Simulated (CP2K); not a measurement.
Consider 1,3,4-thiadiazole at its PBE geometry (Å).

```xyz
7

C     1.1687    0.1710   -0.1267
N     0.7762   -0.9080    0.5101
N    -0.5851   -0.9970    0.5940
C    -1.1874    0.0167    0.0161
S    -0.1186    1.1775   -0.6851
H     2.2149    0.4173   -0.2898
H    -2.2687    0.1225   -0.0185
```

Method: CP2K XAS_TDP, all-electron GAPW, PBEh(45%), aug-cc-pVDZ, TDA, GW2X-corrected core level, no relativity.

Question: Predict the bright core excitations at the N K edge.

Leading lines: N2 400.42 eV. The leading line of an atom is its first one with 35 % of the strongest within 2.5 eV of its lowest line over the strength cut. Core ionisation energies at this level: N2 406.57 eV.

The first six lines of each atom with a strength over 0.0015:

| atom | energy (eV) | states | strength, one atom | above the computed threshold |
| --- | --- | --- | --- | --- |
| N2 (bonded to C and N), 2 alike | 400.42 | 1 | 0.0527 |  |
|  | 403.21 | 1 | 0.0035 |  |
|  | 404.22 | 1 | 0.0133 |  |
|  | 405.65 | 1 | 0.0091 |  |
|  | 406.32 | 1 | 0.0026 |  |
|  | 406.42 | 1 | 0.0066 |  |

Lines are vertical, at one geometry, with no vibrational structure. GW2X ionisation energies and lines can be off by 1 to 2 eV either way, and a good line position may hide errors that cancel. These values hold no scalar relativity, about 0.2 eV for N 1s. Rydberg lines, and the discretised continuum above threshold, depend on the basis and the box.

[Banner, clock and machine lines of the logs are left out without a mark of their own.]

[Logs are printed without paths, hosts, clocks, repeated set-up lines and the standing remarks that a program may print on its own settings, such as how far it seeks lower states.]

[Hosts, paths, dates, database ids (printed as entryN), source tags and the programs' standing remarks are cut or masked in the printed files.]
